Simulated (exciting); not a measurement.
## Electron–core-hole interaction in the Se K spectrum of CdSe (Cadmoselite)

How far do the exchange and direct terms reshape the Se K edge of CdSe (Cadmoselite)?

Main program and level: exciting sodium; X-ray absorption, core-level Bethe-Salpeter equation, exchange and statically screened direct term, Tamm-Dancoff, all-electron LAPW+lo PBE.

Most raw output is cut from this account.

The database entry behind the starting cell differs from later determinations by our own check (inner coordinate of an old entry), so it need not match the best structure at ambient conditions.

## (1) The structure

The structure is hexagonal, space group P6_3mc (No. 186). The conventional cell has a = 4.300 Å, b = 4.300 Å, c = 7.020 Å, α = 90.00°, β = 90.00°, γ = 120.00°. Cd has 4 Se at 2.61 to 2.70 Å nearest. Nearest to Se lie 4 Cd at 2.61 to 2.70 Å. Farther neighbours and most contacts between anions are not listed.

Structure file:

```
Cd Se
1.0
     4.30000    0.00000    0.00000
    -2.15000    3.72391    0.00000
     0.00000    0.00000    7.02000
Cd Se
2 2
Direct
  0.66667 0.33333 0.50000
  0.33333 0.66667 0.00000
  0.66667 0.33333 0.88500
  0.33333 0.66667 0.38500
```

Differences between curves are given as r.m.s. difference over r.m.s. height.

## (2) The self-consistent potential

The species files are the program's own, with muffin-tin radii set in the input.

input.xml reads:

```
<input>
  <title>CdSe</title>
  <structure speciespath="." autormt="false" epslat="1.0e-5">
    <crystal>
      <basevect>8.1258223344 0.0000000000 0.0000000000</basevect>
      <basevect>-4.0629111672 7.0371685683 0.0000000000</basevect>
      <basevect>0.0000000000 0.0000000000 13.2658773924</basevect>
    </crystal>
    <species speciesfile="Cd.xml" rmt="2.300">
      <atom coord="0.6666666667 0.3333333333 0.5000000000"/>
      <atom coord="0.3333333333 0.6666666667 0.0000000000"/>
    </species>
    <species speciesfile="Se.xml" rmt="2.300">
      <atom coord="0.6666666667 0.3333333333 0.8850000000"/>
      <atom coord="0.3333333333 0.6666666667 0.3850000000"/>
    </species>
  </structure>
  <groundstate do="fromscratch" xctype="GGA_PBE" ngridk="4 4 2" rgkmax="7" gmaxvr="14" nempty="8" swidth="0.001" maxscl="100" epsengy="1e-5"/>
</input>
```

Command:

```console
$ OMP_NUM_THREADS=1 mpirun -n 4 exciting
```

Wall time 52 s (4 MPI ranks of Intel Xeon at 2.70GHz, shared host).

The mesh shows a gap of 0.66 eV. Core levels (Dirac, from the valence top):

| atom | level | energy (eV) |
| --- | --- | --- |
| Se | 2s1/2 | -1600.0 |
| Se | 2p1/2 | -1434.6 |
| Se | 2p3/2 | -1392.9 |
| Se | 3s1/2 | -207.0 |
| Se | 3p1/2 | -150.4 |
| Se | 3p3/2 | -144.6 |

## (3) A richer basis for the empty states

Each species file gets more local orbitals, built from u and its energy derivative at 0.15 Ha and u at 0.9 Ha.

input.xml is that of step 2.

SPECIES.xml, added lines reads:

```
<lo l="L">  <!-- L = 0, 1, 2 -->
  <wf matchingOrder="0" trialEnergy="0.1500" searchE="false"/>
  <wf matchingOrder="1" trialEnergy="0.1500" searchE="false"/>
  <wf matchingOrder="0" trialEnergy="0.9000" searchE="false"/>
</lo>
```

Command:

```console
$ OMP_NUM_THREADS=1 mpirun -n 4 exciting
```

Run time: 40 s. Hardware: 4 MPI ranks.

Against the first ground state the total energy moves by -6 meV an atom and the gap by 0.00 eV.

## (4) Screening, kernels and BSE for Se atom 3

The absorber has 3 Cd at 2.61 Å and 1 Cd at 2.70 Å (distorted tetrahedral, site symmetry 3m).

input.xml: that of step 3 with these lines changed.

```diff
@@ -17,3 +17,20 @@
   </structure>
-  <groundstate do="fromscratch" xctype="GGA_PBE" ngridk="4 4 2" rgkmax="7" gmaxvr="14" nempty="8" swidth="0.001" maxscl="100" epsengy="1e-5"/>
+  <groundstate do="skip" xctype="GGA_PBE" ngridk="4 4 2" rgkmax="7" gmaxvr="14" nempty="8" swidth="0.001" maxscl="100" epsengy="1e-5"/>
+  <xs xstype="BSE" ngridk="4 4 2" ngridq="4 4 2" vkloff="0.097 0.273 0.493" rgkmax="7" nempty="42" gqmax="3" lmaxapwwf="5" lmaxemat="2" broad="0.04300" tevout="true">
+    <energywindow intv="458.748 460.365" points="439"/>
+    <screening screentype="full" nempty="70"/>
+    <BSE xas="true" xasspecies="2" xasatom="1" xasedge="K" bsetype="singlet" nstlxas="1 38"/>
+    <qpointset>
+      <qpoint>0 0 0</qpoint>
+    </qpointset>
+    <plan>
+      <doonly task="xsgeneigvec"/>
+      <doonly task="writepmatxs"/>
+      <doonly task="scrgeneigvec"/>
+      <doonly task="scrwritepmat"/>
+      <doonly task="screen"/>
+      <doonly task="scrcoulint"/>
+      <doonly task="exccoulint"/>
+    </plan>
+  </xs>
 </input>
```

input.xml for the last start (plan only) reads:

```
  <plan>
    <doonly task="bse"/>
  </plan>
```

Command:

```console
$ OMP_NUM_THREADS=1 mpirun -n 4 exciting
$ OMP_NUM_THREADS=4 exciting
```

Elapsed: 20 min, on 4 MPI ranks.

Wall time by task: xsgeneigvec 7.9 s, writepmatxs 11 s, scrgeneigvec 6.5 s, scrwritepmat 5.9 s, screen 2 min, scrcoulint 3.1 min, exccoulint 14 min, bse 14 s.

The Se K spectrum of Se atom 3 (energy from the Kohn–Sham onset, core level to the lowest empty state found on the meshes used, 12495.17 eV; the ground-state mesh sets it, and the shifted mesh has its lowest transition 1.31 eV above it; Im ε scaled to the maximum of the singlet run; cut below the end of the band set):

| E (eV) | isotropic | ε ⊥ c | ε ∥ c |
| --- | --- | --- | --- |
| -8.5 | 0.03 | 0.03 | 0.03 |
| -8.0 | 0.03 | 0.03 | 0.03 |
| -7.5 | 0.03 | 0.03 | 0.03 |
| -7.0 | 0.03 | 0.03 | 0.03 |
| -6.5 | 0.04 | 0.04 | 0.04 |
| -6.0 | 0.04 | 0.04 | 0.04 |
| -5.5 | 0.04 | 0.04 | 0.04 |
| -5.0 | 0.05 | 0.05 | 0.05 |
| -4.5 | 0.06 | 0.06 | 0.06 |
| -4.0 | 0.06 | 0.06 | 0.06 |
| -3.5 | 0.07 | 0.07 | 0.07 |
| -3.0 | 0.09 | 0.09 | 0.09 |
| -2.5 | 0.10 | 0.10 | 0.10 |
| -2.0 | 0.13 | 0.12 | 0.13 |
| -1.5 | 0.16 | 0.15 | 0.16 |
| -1.0 | 0.20 | 0.20 | 0.20 |
| -0.5 | 0.27 | 0.26 | 0.28 |
| 0.0 | 0.37 | 0.36 | 0.38 |
| 0.5 | 0.53 | 0.52 | 0.54 |
| 1.0 | 0.73 | 0.73 | 0.73 |
| 1.5 | 0.91 | 0.92 | 0.88 |
| 2.0 | 0.98 | 1.00 | 0.96 |
| 2.5 | 0.98 | 0.99 | 0.98 |
| 3.0 | 0.98 | 0.98 | 1.00 |
| 3.5 | 1.00 | 0.99 | 1.02 |
| 4.0 | 0.99 | 0.98 | 1.00 |
| 4.5 | 0.92 | 0.93 | 0.92 |
| 5.0 | 0.87 | 0.88 | 0.85 |
| 5.5 | 0.85 | 0.86 | 0.83 |
| 6.0 | 0.81 | 0.82 | 0.79 |
| 6.5 | 0.74 | 0.76 | 0.70 |
| 7.0 | 0.66 | 0.69 | 0.60 |
| 7.5 | 0.59 | 0.62 | 0.52 |
| 8.0 | 0.54 | 0.57 | 0.48 |
| 8.5 | 0.50 | 0.51 | 0.47 |
| 9.0 | 0.45 | 0.45 | 0.46 |
| 9.5 | 0.43 | 0.41 | 0.46 |
| 10.0 | 0.41 | 0.39 | 0.46 |
| 10.5 | 0.41 | 0.39 | 0.45 |
| 11.0 | 0.41 | 0.40 | 0.44 |
| 11.5 | 0.43 | 0.43 | 0.43 |
| 12.0 | 0.46 | 0.47 | 0.43 |
| 12.5 | 0.48 | 0.50 | 0.43 |
| 13.0 | 0.49 | 0.52 | 0.43 |
| 13.5 | 0.49 | 0.52 | 0.44 |
| 14.0 | 0.48 | 0.51 | 0.44 |
| 14.5 | 0.48 | 0.50 | 0.45 |
| 15.0 | 0.47 | 0.48 | 0.45 |
| 15.5 | 0.46 | 0.46 | 0.45 |
| 16.0 | 0.44 | 0.43 | 0.46 |
| 16.5 | 0.43 | 0.41 | 0.46 |
| 17.0 | 0.41 | 0.39 | 0.45 |
| 17.5 | 0.39 | 0.37 | 0.43 |
| 18.0 | 0.38 | 0.37 | 0.41 |
| 18.5 | 0.37 | 0.36 | 0.39 |
| 19.0 | 0.36 | 0.36 | 0.36 |
| 19.5 | 0.34 | 0.35 | 0.33 |
| 20.0 | 0.34 | 0.35 | 0.31 |
| 20.5 | 0.34 | 0.35 | 0.31 |

Maxima (height): 3.6 eV (1.00) and 13.3 eV (0.49).

The Hamiltonian has 2432 rows. The lowest groups of eigenvalues and the brightest ones, on the scale above (the program counts from the shifted mesh's onset, 1.31 eV higher). Core spinors bring spin-forbidden partners, so dark means forbidden by spin or by symmetry, and the shifted mesh splits states that symmetry would keep together:

| energy (eV) | states within 10 meV | relative strength |
| --- | --- | --- |
| 0.716 | 2 | 0.13 |
| 0.950 | 2 | 0.56 |
| 1.207 | 2 | 0.38 |
| 1.397 | 2 | 0.73 |
| 1.444 | 2 | 0.78 |
| 1.522 | 2 | 0.90 |
| 1.594 | 2 | 0.67 |
| 3.858 | 2 | 0.84 |
| 3.902 | 2 | 1.00 |
| 3.929 | 2 | 0.86 |

## (5) Independent particles

input.xml: that of step 4 with these lines changed.

```diff
@@ -21,3 +21,3 @@
     <screening screentype="full" nempty="70"/>
-    <BSE xas="true" xasspecies="2" xasatom="1" xasedge="K" bsetype="singlet" nstlxas="1 38"/>
+    <BSE xas="true" xasspecies="2" xasatom="1" xasedge="K" bsetype="IP" nstlxas="1 38"/>
     <qpointset>
@@ -26,9 +26,3 @@
     <plan>
-      <doonly task="xsgeneigvec"/>
-      <doonly task="writepmatxs"/>
-      <doonly task="scrgeneigvec"/>
-      <doonly task="scrwritepmat"/>
-      <doonly task="screen"/>
-      <doonly task="scrcoulint"/>
-      <doonly task="exccoulint"/>
+      <doonly task="bse"/>
     </plan>
```

Command:

```console
$ OMP_NUM_THREADS=4 exciting
```

Elapsed: 3 s, on 4 threads.

Maxima (height): 6.7 eV (0.84) and 15.8 eV (0.56). The spectrum differs from the singlet run by 37 % r.m.s. Moving the earlier curve by +2.2 eV leaves 18 %. The highest maximum lies at 6.7 eV (0.84), against 3.6 eV (1.00).

## (6) Exchange alone

input.xml: that of step 5 with these lines changed.

```diff
@@ -21,3 +21,3 @@
     <screening screentype="full" nempty="70"/>
-    <BSE xas="true" xasspecies="2" xasatom="1" xasedge="K" bsetype="IP" nstlxas="1 38"/>
+    <BSE xas="true" xasspecies="2" xasatom="1" xasedge="K" bsetype="RPA" nstlxas="1 38"/>
     <qpointset>
```

Command:

```console
$ OMP_NUM_THREADS=4 exciting
```

The job ended after 20 s (4 threads).

Maxima (height): 6.7 eV (0.84) and 15.8 eV (0.56). The spectrum is that of the independent-particle run within 1 %.

## (7) Ground state with other settings

In this try the input is made faulty on purpose, to show what that does.

input.xml reads:

```
<input>
  <title>CdSe</title>
  <structure speciespath="." autormt="false" epslat="1.0e-5">
    <crystal>
      <basevect>8.1258223344 0.0000000000 0.0000000000</basevect>
      <basevect>-4.0629111672 7.0371685683 0.0000000000</basevect>
      <basevect>0.0000000000 0.0000000000 13.2658773924</basevect>
    </crystal>
    <species speciesfile="Cd.xml" rmt="2.300">
      <atom coord="0.6666666667 0.3333333333 0.5000000000"/>
      <atom coord="0.3333333333 0.6666666667 0.0000000000"/>
    </species>
    <species speciesfile="Se.xml" rmt="2.300">
      <atom coord="0.6666666667 0.3333333333 0.8850000000"/>
      <atom coord="0.3333333333 0.6666666667 0.3850000000"/>
    </species>
  </structure>
  <groundstate do="fromscratch" xctype="GGA_PBE" ngridk="4 4 2" rgkmax="4.5" gmaxvr="14" nempty="8" swidth="0.001" maxscl="100" epsengy="1e-5"/>
</input>
```

SPECIES.xml, added lines is that of step 3.

Command:

```console
$ OMP_NUM_THREADS=1 mpirun -n 4 exciting
```

It took 50 s on 4 MPI ranks.

Against the second ground state the total energy moves by 6549 meV an atom and the gap by -0.21 eV.

## (8) A changed run

input.xml: that of step 7 with these lines changed.

```diff
@@ -17,3 +17,20 @@
   </structure>
-  <groundstate do="fromscratch" xctype="GGA_PBE" ngridk="4 4 2" rgkmax="4.5" gmaxvr="14" nempty="8" swidth="0.001" maxscl="100" epsengy="1e-5"/>
+  <groundstate do="skip" xctype="GGA_PBE" ngridk="4 4 2" rgkmax="4.5" gmaxvr="14" nempty="8" swidth="0.001" maxscl="100" epsengy="1e-5"/>
+  <xs xstype="BSE" ngridk="4 4 2" ngridq="4 4 2" vkloff="0.097 0.273 0.493" rgkmax="4.5" nempty="42" gqmax="3" lmaxapwwf="5" lmaxemat="2" broad="0.04300" tevout="true">
+    <energywindow intv="458.750 460.367" points="439"/>
+    <screening screentype="full" nempty="70"/>
+    <BSE xas="true" xasspecies="2" xasatom="1" xasedge="K" bsetype="singlet" nstlxas="1 38"/>
+    <qpointset>
+      <qpoint>0 0 0</qpoint>
+    </qpointset>
+    <plan>
+      <doonly task="xsgeneigvec"/>
+      <doonly task="writepmatxs"/>
+      <doonly task="scrgeneigvec"/>
+      <doonly task="scrwritepmat"/>
+      <doonly task="screen"/>
+      <doonly task="scrcoulint"/>
+      <doonly task="exccoulint"/>
+    </plan>
+  </xs>
 </input>
```

input.xml for the last start (plan only) reads:

```
  <plan>
    <doonly task="bse"/>
  </plan>
```

Command:

```console
$ OMP_NUM_THREADS=1 mpirun -n 4 exciting
$ OMP_NUM_THREADS=4 exciting
```

Run time: 17 min. Hardware: 4 MPI ranks.

The input has a fault: the basis cutoff rgkmax is far too low. The spectrum differs from the singlet run by 5 % r.m.s. The highest maximum lies at 3.9 eV (0.96), against 3.6 eV (1.00). The first bright state moves from 0.72 to 0.83 eV. The lowest bare transition of this run lies at 1.39 eV, against 1.31. A small basis shifts bands and core levels against each other.

| E (eV) | first run | this run |
| --- | --- | --- |
| -8.0 | 0.03 | 0.03 |
| -7.0 | 0.03 | 0.03 |
| -6.0 | 0.04 | 0.04 |
| -5.0 | 0.05 | 0.05 |
| -4.0 | 0.06 | 0.06 |
| -3.0 | 0.09 | 0.08 |
| -2.0 | 0.13 | 0.12 |
| -1.0 | 0.20 | 0.18 |
| 0.0 | 0.37 | 0.33 |
| 1.0 | 0.73 | 0.65 |
| 2.0 | 0.98 | 0.94 |
| 3.0 | 0.98 | 0.94 |
| 4.0 | 0.99 | 0.96 |
| 5.0 | 0.87 | 0.86 |
| 6.0 | 0.81 | 0.81 |
| 7.0 | 0.66 | 0.71 |
| 8.0 | 0.54 | 0.56 |
| 9.0 | 0.45 | 0.47 |
| 10.0 | 0.41 | 0.41 |
| 11.0 | 0.41 | 0.40 |
| 12.0 | 0.46 | 0.43 |
| 13.0 | 0.49 | 0.47 |
| 14.0 | 0.48 | 0.49 |
| 15.0 | 0.47 | 0.47 |
| 16.0 | 0.44 | 0.45 |
| 17.0 | 0.41 | 0.42 |
| 18.0 | 0.38 | 0.39 |
| 19.0 | 0.36 | 0.37 |
| 20.0 | 0.34 | 0.34 |

## (9) From independent particles to the full kernel

| level | curve passes 0.15 (eV) | highest maximum (eV) | its height |
| --- | --- | --- | --- |
| IP | 0.2 | 6.7 | 0.84 |
| RPA | 0.2 | 6.7 | 0.84 |
| singlet | -1.6 | 3.6 | 1.00 |

| E (eV) | IP | RPA | singlet |
| --- | --- | --- | --- |
| -8.0 | 0.02 | 0.02 | 0.03 |
| -7.0 | 0.02 | 0.02 | 0.03 |
| -6.0 | 0.03 | 0.03 | 0.04 |
| -5.0 | 0.03 | 0.03 | 0.05 |
| -4.0 | 0.04 | 0.04 | 0.06 |
| -3.0 | 0.05 | 0.05 | 0.09 |
| -2.0 | 0.06 | 0.06 | 0.13 |
| -1.0 | 0.09 | 0.09 | 0.20 |
| 0.0 | 0.13 | 0.13 | 0.37 |
| 1.0 | 0.24 | 0.24 | 0.73 |
| 2.0 | 0.41 | 0.41 | 0.98 |
| 3.0 | 0.58 | 0.58 | 0.98 |
| 4.0 | 0.70 | 0.70 | 0.99 |
| 5.0 | 0.78 | 0.78 | 0.87 |
| 6.0 | 0.80 | 0.80 | 0.81 |
| 7.0 | 0.83 | 0.83 | 0.66 |
| 8.0 | 0.72 | 0.72 | 0.54 |
| 9.0 | 0.61 | 0.61 | 0.45 |
| 10.0 | 0.50 | 0.50 | 0.41 |
| 11.0 | 0.46 | 0.46 | 0.41 |
| 12.0 | 0.46 | 0.46 | 0.46 |
| 13.0 | 0.50 | 0.50 | 0.49 |
| 14.0 | 0.54 | 0.54 | 0.48 |
| 15.0 | 0.55 | 0.55 | 0.47 |
| 16.0 | 0.56 | 0.56 | 0.44 |
| 17.0 | 0.55 | 0.55 | 0.41 |
| 18.0 | 0.52 | 0.52 | 0.38 |
| 19.0 | 0.49 | 0.49 | 0.36 |
| 20.0 | 0.46 | 0.46 | 0.34 |

## (10) What came out

```yaml
absorber_and_edge: Se K, atom 3
surroundings: 3 Cd at 2.61 Å and 1 Cd at 2.70 Å (distorted tetrahedral, site symmetry 3m)
first_bright_state: 0.72 eV from the Kohn–Sham onset, on this mesh
highest_maximum: 3.6 eV
cost_of_the_bse_run: 20 min on 4 MPI ranks of Intel Xeon at 2.70GHz, shared host; the last task ran on as many threads
```

**Reading.** Is a core exciton bound? Undecided on this mesh: the first bright state (over 5 % of the brightest) lies at 0.72 eV from the Kohn–Sham onset and at -0.59 eV from the lowest bare transition of its own mesh. Exchange alone changes the independent-particle spectrum by 0.0 % r.m.s. Binding energies aren't converged on 32 k points, and fine structure above the first lines is partly noise of the mesh. Exchange and the short-range direct term aren't converged in the kernel cutoff. The zero comes from the unshifted 4×4×2 ground-state mesh; it is exact only where the band minimum lies on that mesh. The Kohn–Sham onset, 12495 eV, is no photon energy (tabulated edge of the element: 12658 eV): the scale needs a rigid shift. Bands and screening come from semilocal DFT, whose small gap overscreens. Vibrations and energy-dependent lifetimes are left out. The structure is a published determination, not relaxed.

[Logs are printed without paths, hosts, clocks, repeated set-up lines and the standing remarks that a program may print on its own settings, such as how far it seeks lower states.]

[Hosts, paths, dates, database ids (printed as entryN), source tags and the programs' standing remarks are cut or masked in the printed files.]
